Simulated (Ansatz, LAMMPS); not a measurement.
# What went wrong? regrown after partial melting: LiCl with 30 % Br on Cl sites, (100) (160 atoms)

Program: Ansatz 0.2.0. The cell: 80 Li, 56 Cl and 24 Br.

File input.yaml:

```yaml
crystal:
  lattice:
    - [10.658, 0.0, 0.0]
    - [0.0, 10.658, 0.0]
    - [0.0, 0.0, 29.7692]
  atoms:
    - { symbol: Li, position: [0.00674, 0.02003, 0.9834] }
    - { symbol: Cl, position: [0.25834, 0.99963, 0.99898] }
    - { symbol: Li, position: [0.02083, 0.24909, 0.09588] }
    - { symbol: Cl, position: [0.23867, 0.27619, 0.10076] }
    - { symbol: Li, position: [0.25039, 0.03522, 0.08222] }
    - { symbol: Cl, position: [0.99313, 0.01537, 0.0979] }
    - { symbol: Li, position: [0.26766, 0.23373, 0.99103] }
    - { symbol: Cl, position: [0.02387, 0.2547, 0.00484] }
    - { symbol: Li, position: [0.01761, 0.98534, 0.18697] }
    - { symbol: Br, position: [0.27092, 0.9876, 0.19592] }
    - { symbol: Li, position: [0.01218, 0.24335, 0.29027] }
    - { symbol: Cl, position: [0.28731, 0.25439, 0.30318] }
    - { symbol: Li, position: [0.29713, 0.9649, 0.29686] }
    - { symbol: Br, position: [0.04362, 0.98843, 0.29195] }
    - { symbol: Li, position: [0.24627, 0.27277, 0.18511] }
    - { symbol: Cl, position: [0.99965, 0.22684, 0.19153] }
    - { symbol: Li, position: [0.02993, 0.52105, 0.00345] }
    - { symbol: Cl, position: [0.26438, 0.508, 0.99306] }
    [... 136 atom lines left out ...]
    - { symbol: Li, position: [0.53518, 0.7625, 0.90269] }
    - { symbol: Cl, position: [0.77984, 0.78833, 0.90622] }
    - { symbol: Li, position: [0.78115, 0.50678, 0.92427] }
    - { symbol: Cl, position: [0.53259, 0.51454, 0.91587] }
    - { symbol: Li, position: [0.77576, 0.79143, 0.80766] }
    - { symbol: Cl, position: [0.55361, 0.74266, 0.81397] }
kpoints:
  mp_grid: { grid: [1, 1, 1] }
hamiltonian:
  xc: pbe96
scf:
  occupations: { method: fixed }
  max_iter: 100
output:
  forces: true
```

Command:

```sh
> ansatz run input.yaml --threads 4 --pin off --max-ram 8192MiB --backend cpu --events-out ev --progress --plain --runs-dir out
```

The program printed:

```text
Error: YAML parse error: error: line 170 column 7: hamiltonian.xc: unknown variant `pbe96`, expected one of `lda`, `lda-pw`, `pw92`, `pbe`, `pbesol`, `rpbe`, `revpbe`, `blyp`, `pbe0`, `revpbe0`, `b3lyp`, `b3lyp5`, `hse06`, `wpbeh`, `hiss`, `lc_wpbe`, `cam_b3lyp`, `hf`, `r2scan`, `r2scanh`, `r2scan0`, `r2scan50`, `mr2scan`
   --> <input>:170:7
    |
168 |   mp_grid: { grid: [1, 1, 1] }
169 | hamiltonian:
170 |   xc: pbe96
    |       ^ hamiltonian.xc: unknown variant `pbe96`, expected one of `lda`, `lda-pw`, `pw92`, `pbe`, `pbesol`, `rpbe`, `revpbe`, `blyp`, `pbe0`, `revpbe0`, `b3lyp`, `b3lyp5`, `hse06`, `wpbeh`, `hiss`, `lc_wpbe`, `cam_b3lyp`, `hf`, `r2scan`, `r2scanh`, `r2scan0`, `r2scan50`, `mr2scan`
171 | scf:
172 |   occupations: { method: fixed }
    |
```

Run time: 0.02 s. Hardware: 4 threads of Arm Neoverse V2, shared host; peak memory 0.022 GiB; 0.02 s of CPU time.

What is at fault here, and what would mend it?

An unknown functional: hamiltonian.xc = "pbe96".

The fix is to type the functional by a name that the program lists.

The program refused it before any cycle.

[Logs are printed without paths, hosts, clocks, repeated set-up lines and the standing remarks that a program may print on its own settings, such as how far it seeks lower states.]

[Hosts, paths, dates, database ids (printed as entryN), source tags and the programs' standing remarks are cut or masked in the printed files.]
